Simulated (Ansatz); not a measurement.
# A hypothetical structure for Sr2CuS2Br2, part 2 of 2

This structure for Sr2CuS2Br2 is made up. Its elements were placed in a known structure type with a cell scaled to their sizes. What cell does the guess relax to, and how far off was it?

Ansatz 0.2.0; DFT, PBEsol, plane-wave PAW, files of the set soft_1, scalar-relativistic, ferromagnetic start, cell and ions relaxed at zero pressure; PAW set soft_1 (the session's first sound run).

So far: Set-up; Relaxation of the guess. The relaxed cell has a = 4.537, c = 16.451 Å (conventional setting).

## (3) Bands of the relaxed cell

A second self-consistent run takes a narrower smearing and the mesh shown in its input; the bands follow along the standard path of the relaxed lattice.

This step: DFT, PBEsol, plane-wave PAW, files of the set soft_1, scalar-relativistic, no spin, bands and density of states at the relaxed cell; PAW set soft_1 (Ansatz 0.2.0).

Input file input.yaml:

```yaml
crystal:
  lattice:
    - [-2.2684326919, 2.2684326919, 8.2255394298]
    - [2.2684326919, -2.2684326919, 8.2255394298]
    - [2.2684326919, 2.2684326919, -8.2255394298]
  atoms:
    - { symbol: Sr, position: [0.6205435832, 0.6205435832, 0.0] }
    - { symbol: Sr, position: [0.3794564168, 0.3794564168, 0.0] }
    - { symbol: Br, position: [0.812322045, 0.812322045, 0.0] }
    - { symbol: Br, position: [0.187677955, 0.187677955, 0.0] }
    - { symbol: Cu, position: [0.0, 0.0, 0.0] }
    - { symbol: S, position: [0.0, 0.5, 0.5] }
    - { symbol: S, position: [0.5, 0.0, 0.5] }
kpoints:
  mp_grid: { grid: [10, 10, 10] }
  band_path:
    path:
      - [[0.0, 0.0, 0.0], [-0.5, 0.5, 0.0], [-0.5, 0.5, -0.03802708], [-0.26901354, 0.26901354, -0.26901354], [0.0, 0.0, 0.0], [0.5, 0.5, -0.5], [0.26901354, 0.73098646, -0.73098646], [0.0, 0.5, -0.5], [-0.25, 0.75, -0.25], [0.03802708, 0.96197292, -0.5], [0.5, 0.5, -0.5]]
      - [[-0.5, 0.5, 0.0], [-0.25, 0.75, -0.25]]
    npoints: 7
scf:
  occupations: { method: fermi_dirac, width: 0.03 }
  n_extra_bands: 11
hamiltonian:
  xc: pbesol
  pseudopotentials: { kind: paw, azcp: { folder: soft_1 }, xc_functional: pbe }
output:
  forces: true
  stress: true
  write_bands: true
  dos: { projected: true }
  write_density: true
  write_potential: true
  elf: true
  volumetric_format: npy
```

Launch:

```sh
$ ansatz run input.yaml --threads 4 --pin off --max-ram 10240MiB --backend cpu --events-out ev --progress --plain --runs-dir out
```

Numbers of over 12 decimals in the logs are rounded to 6 here.

What it wrote:

```text
[...]
Crystal: 7 atoms, lattice volume = 169.307 Å³
Basis set: ecut = 420 eV, 3307 PW (Γ), FFT grids on a1−a2, a2, a1+a3, exchange–correlation on 90×120×64 points (8 copies of the dense FFT grid, shifted against one another)
Bands: 44, of which v1, the nominal top of the filled ones, is band 33 counted from 1 (32 counted from 0)
Symmetry: 16 space group operations
[...]
k-points: 102 of 1000
[...]
SCF iter   1: F=—  HF=-20831.162952 eV  |F-HF|=—  |Δ(HF+E_count)|=         —  Δρ=7.86e-2  dr2=1.63e1  ethr=3.10e-3  ⟨swp⟩=10.0  Hψ=26534  notcnv=0  defer=9
[...]
SCF iter  12: F=-20826.967255 eV  HF=-20826.967255 eV  |F-HF|=9.74e-9  |Δ(HF+E_count)|=   1.56e-7  Δρ=2.36e-6  dr2=1.21e-8  ethr=1.54e-10  ⟨swp⟩=21.5  Hψ=43113  notcnv=0
SCF 1 converged in 12 iterations: F = -20826.967255 eV  dr2 = 1.21e-8
[...]
NSCF: frozen V_eff on 79 k-points
SCF converged after 12 iterations
Free energy (F): -20826.967255 eV
[...]
Internal energy: -20826.964884 eV  (E = F + TS)
E sigma→0 (E₀):  -20826.966069 eV
Entropy (-TS):   -0.002371 eV (-0.339 meV/atom)
Fermi energy:    7.467309 eV
[...]
--- Forces (eV/Å), atoms counted from 1 ---
  atom   1  Sr     0.00000000    -0.00000000    -0.04010622
  atom   2  Sr     0.00000000     0.00000000     0.04010622
  atom   3  Br     0.00000000     0.00000000     0.01365241
  atom   4  Br     0.00000000     0.00000000    -0.01365241
  atom   5  Cu    -0.00000000     0.00000000    -0.00000000
  atom   6  S      0.00000000     0.00000000     0.00000000
  atom   7  S      0.00000000     0.00000000    -0.00000000
  max |Σ_I F_I| component: 2.43e-17 eV/Å
--- Stress (GPa, compression-positive) ---
        0.057099      -0.000000      -0.000000
       -0.000000       0.057099       0.000000
        0.000000       0.000000      -0.226107
  P = ⅓ Tr σ = -0.0373 GPa (-0.373 kbar)
--- Band table (eV; the first three rows and the last of 102) ---
  k-point 0: bands = [... 29 lower, 5.3728, 5.6993, 6.7021, 6.7021, 9.5336, 9.8968, 10.6283, 11.1068, ... 7 higher]
  k-point 1: bands = [... 29 lower, 5.5694, 5.7187, 6.2455, 6.9272, 9.9119, 10.2861, 10.8539, 11.1089, ... 7 higher]
  k-point 2: bands = [... 29 lower, 5.7560, 5.8000, 5.8810, 7.5143, 10.7231, 10.9714, 11.0634, 11.4056, ... 7 higher]
  k-point 101: bands = [... 29 lower, 5.3914, 5.5310, 6.7110, 6.7110, 9.0145, 9.9512, 10.6261, 10.9553, ... 7 higher]
```

Elapsed: 24 s, on 4 threads of Arm Neoverse V1, shared host; peak memory 0.91 GiB; 96 s of CPU time.

This step gave:

```
free energy             : -20826.9673 eV
energy at zero smearing : -20826.9661 eV
smearing term TS        : 0.002371 eV
Fermi energy            : 7.467 eV
pressure                : -0.03730 GPa
```

bands.tsv at the labelled points (eV, zero at the Fermi level; the bands that come nearest the Fermi level along the path):

```tsv
point	band 29	band 30	band 31	band 32	band 33	band 34	band 35	band 36
Γ	-2.16	-2.09	-1.77	-0.77	-0.77	2.07	2.43	3.16
X	-1.62	-1.17	-1.10	0.13	2.35	2.66	4.44	4.89
Y	-1.61	-1.19	-1.11	0.08	2.25	2.68	4.46	4.79
S	-2.11	-1.97	-1.33	-1.16	-0.95	3.19	3.83	4.34
Γ	-2.16	-2.09	-1.77	-0.77	-0.77	2.07	2.43	3.16
Z	-2.27	-2.08	-1.94	-0.76	-0.76	1.55	2.48	3.16
S1	-2.11	-1.97	-1.33	-1.16	-0.95	3.19	3.83	4.34
N	-2.13	-1.92	-1.34	-1.18	-0.97	3.38	3.66	4.18
P	-1.68	-1.14	-1.14	0.13	2.35	2.72	4.19	5.01
Y1	-1.61	-1.19	-1.11	0.08	2.25	2.68	4.46	4.79
Z	-2.27	-2.08	-1.94	-0.76	-0.76	1.55	2.48	3.16
X	-1.62	-1.17	-1.10	0.13	2.35	2.66	4.44	4.89
P	-1.68	-1.14	-1.14	0.13	2.35	2.72	4.19	5.01
```

Counts of states for the cell as run, both spins, by energy window (eV from the Fermi level):

```csv
from,to,total
-8,-7,0.00
-7,-6,0.44
-6,-5,1.33
-5,-4,6.22
-4,-3,8.36
-3,-2,7.75
-2,-1,7.24
-1,0,1.78
0,1,0.53
1,2,0.36
2,3,0.92
3,4,4.28
4,5,7.48
```

A further 32.0 states lie below the table's range.

Electrostatic potential energy in the ab plane of the cell as run, not the conventional one, at fractional z = 0.000, with atoms of Sr and Br and Cu within 0.2 Å of it. With pseudopotentials it is smooth inside the atoms' cores, unlike the true potential.

Ten even steps from '_' (-105 eV) to '@' (11 eV), each cell a mean:
```
----**%%@@@@@@@@@@@@@@@@@@@@@@@@@@%%%%@@@@@@@@%%++
++==++##@@@@@@@@@@@@@@@@@@@@@@@@%%##**##%%@@@@@@%%
%%##**##@@@@@@@@@@@@@@@@@@@@@@@@@@##++==**%%@@@@@@
@@@@%%%%@@@@@@@@@@@@@@@@@@@@@@@@@@%%++----++%%@@@@
@@@@@@@@@@@@@@@@@@@@@@@@%%@@@@@@@@@@##==----**%%@@
@@@@@@@@@@@@@@@@@@@@@@%%####%%@@@@@@@@##==--==##@@
@@@@@@@@@@@@@@@@@@@@@@%%**----**%%@@@@@@##++++**%%
@@@@@@@@@@@@@@@@@@@@@@@@##..____++%%@@@@@@%%####%%
@@@@@@@@@@@@@@@@@@@@@@@@%%++______++%%@@@@@@@@@@@@
@@@@@@@@@@@@@@@@@@@@@@@@@@%%--____..**@@@@@@@@@@@@
@@@@@@@@@@%%%%%%@@@@@@@@@@@@%%==____==%%@@@@@@@@@@
@@@@@@@@@@%%##**##%%@@@@@@@@@@%%**==++%%@@@@@@@@@@
@@@@@@@@@@%%**::::++%%@@@@@@@@@@@@%%%%%%@@@@@@@@@@
@@@@@@@@@@@@##::____==%%@@@@@@@@@@@@@@@@@@@@@@@@@@
@@@@@@@@@@@@%%++______==%%@@@@@@@@@@@@@@@@@@@@@@@@
@@%%%%@@@@@@@@%%==______**@@@@@@@@@@@@@@@@@@@@@@@@
@@##****%%@@@@@@%%++..__==%%@@@@@@@@@@@@@@@@@@@@@@
@@%%++==++##@@@@@@%%##++**%%@@@@@@@@@@@@@@@@@@@@@@
@@@@**==--==##@@@@@@@@%%%%%%@@@@@@@@@@@@@@@@@@@@@@
@@@@%%++----==##@@@@@@@@@@@@@@@@@@@@@@@@@@@@@@@@@@
@@@@@@%%++====**%%@@@@@@@@@@@@@@@@@@@@@@@@%%%%%%@@
%%@@@@@@%%**++**%%@@@@@@@@@@@@@@@@@@@@@@@@%%**++**
++%%@@@@@@@@%%##%%@@@@@@@@@@@@@@@@@@@@@@@@@@##==--
--++%%@@@@@@@@@@@@@@@@@@@@@@@@@@@@@@@@@@@@@@%%++--
```
Columns run along a (8.8 Å; values clipped at the 3rd and 97th percentile), rows up along b (8.8 Å). Atoms in or near the plane, at fractional coordinates: Sr at (0.62, 0.62), Sr at (0.38, 0.38), Br at (0.81, 0.81), Br at (0.19, 0.19), Cu at (0.00, 0.00).

Valence density in the ab plane of the cell as run, not the conventional one, at fractional z = 0.000, with atoms of Sr and Br and Cu within 0.2 Å of it. It is the smooth field of the valence electrons, not physical close to the nuclei.

Ten steps, logarithmic in the rise over the least value, from '0' (0 e/Å³) to '9' (52 e/Å³), each cell a mean:
```
9841000000000001111100026
5752000000000001122211002
1332100000000000122221100
0111100000000000122112210
0000000000011100012201210
0000000000012211001221221
1000000000012332100122221
1000000000012333310011221
1000000000001333331000111
0000000000000133332100000
0000011100000023333100000
0000012221000001233210000
0000012333100000112110000
0000002333310000000100000
1110001333331000000000000
1111100133332100000000000
1222210013333100000000000
1222221001233210000000000
0121022100011110000000000
0112002210000000000001100
0012212210000000000001221
2001122221000000000001354
6200112221000000000001378
9620001111000000110000159
```
Columns run along a (8.8 Å), rows up along b (8.8 Å). Atoms in or near the plane, at fractional coordinates: Sr at (0.62, 0.62), Sr at (0.38, 0.38), Br at (0.81, 0.81), Br at (0.19, 0.19), Cu at (0.00, 0.00).

ELF in the ab plane of the cell as run, not the conventional one, at fractional z = 0.000, with atoms of Sr and Br and Cu within 0.2 Å of it. It is the smooth field of the valence electrons, not physical close to the nuclei.

Ten even steps from '_' (0.03) to '@' (0.88), each cell a mean:
```
**==....__..--**##%%**--__..++%%@@@@@@%%++......::
::::......____..--==--::____--%%@@@@@@@@@@++......
............________________..**@@@@**++%%@@**....
__............________....____--%%@@##....##@@**..
..__..........______..==**==::__==@@@@==__..%%@@++
==____..........____..**@@@@##==..++@@@@++..++@@%%
##--______........____++@@@@@@%%++..==@@@@%%##@@@@
@@++..________....____--%%%%++**%%++..==%%@@@@@@@@
%%**..__________________++@@++..++%%++..--##%%@@@@
##++..____....__________..##%%==::##@@==__::++**##
----..__::++**==::________..##%%**##@@%%::____::--
________::##@@@@%%==..______..**@@@@@@@@==________
..______..**@@%%%%@@**..________--##%%%%++____....
++==--..__--%%%%==++%%##..________..--==::____--++
%%%%##**::..++@@++..==@@**____________________==##
@@@@@@@@##--..**%%++::##@@==____..____________--%%
@@@@@@@@@@%%==..**%%####@@##..____......______::##
%%@@%%==**@@@@==..++%%@@@@%%--____........______==
++@@%%--__==@@@@==..--##%%##==______..........__..
..**@@##..__++@@%%==__..----::______............__
__::**@@##::--%%@@##::________________............
....::**@@%%##%%@@%%++______......______..........
::......++%%@@@@@@@@**::__..==++**==::____....::==
##::......==%%@@@@@@##--__..++%%@@%%##--..__..::**
```
Columns run along a (8.8 Å), rows up along b (8.8 Å). Atoms in or near the plane, at fractional coordinates: Sr at (0.62, 0.62), Sr at (0.38, 0.38), Br at (0.81, 0.81), Br at (0.19, 0.19), Cu at (0.00, 0.00).

## (4) Outcome

* space group, relaxed: I4/mmm
* conventional cell: a = 4.537, b = 4.537, c = 16.451 Å; α = 90.0°, β = 90.0°, γ = 90.0°
* volume per atom: 24.19 Å³ (guess 23.85)
* total moment: 0.00 μB in the cell of 7 atoms

Sr2CuS2Br2 relaxes to I4/mmm with a = 4.537, b = 4.537 and c = 16.451 Å. The guessed volume was near the relaxed one. The space group I4/mmm was held in the relaxation, so the end point is a stationary structure within it and may be a saddle against distortions or other arrangements. The moments died out from this one start and weren't seeded again at the relaxed cell. Bands cross the Fermi level, so it is a metal or semimetal at this level. The electron count is odd, which forces that without spin polarisation or a larger cell. On the 10×10×10 mesh with the narrower smearing (relaxed on 9×9×9) the largest force component is 0.040 eV/Å and the largest stress component is 0.226 GPa, against the relaxation's thresholds of 0.015 eV/Å and 0.05 GPa. The cutoff wasn't tested. A vector of the cell changed its length by 9 %, more than the volume shows. No dispersion term is used, so weakly bound directions may come out too long. Nothing here tests whether the compound is stable against decomposition.

[Logs are printed without paths, hosts, clocks, repeated set-up lines and the standing remarks that a program may print on its own settings, such as how far it seeks lower states.]

[Hosts, paths, dates, database ids (printed as entryN), source tags and the programs' standing remarks are cut or masked in the printed files.]
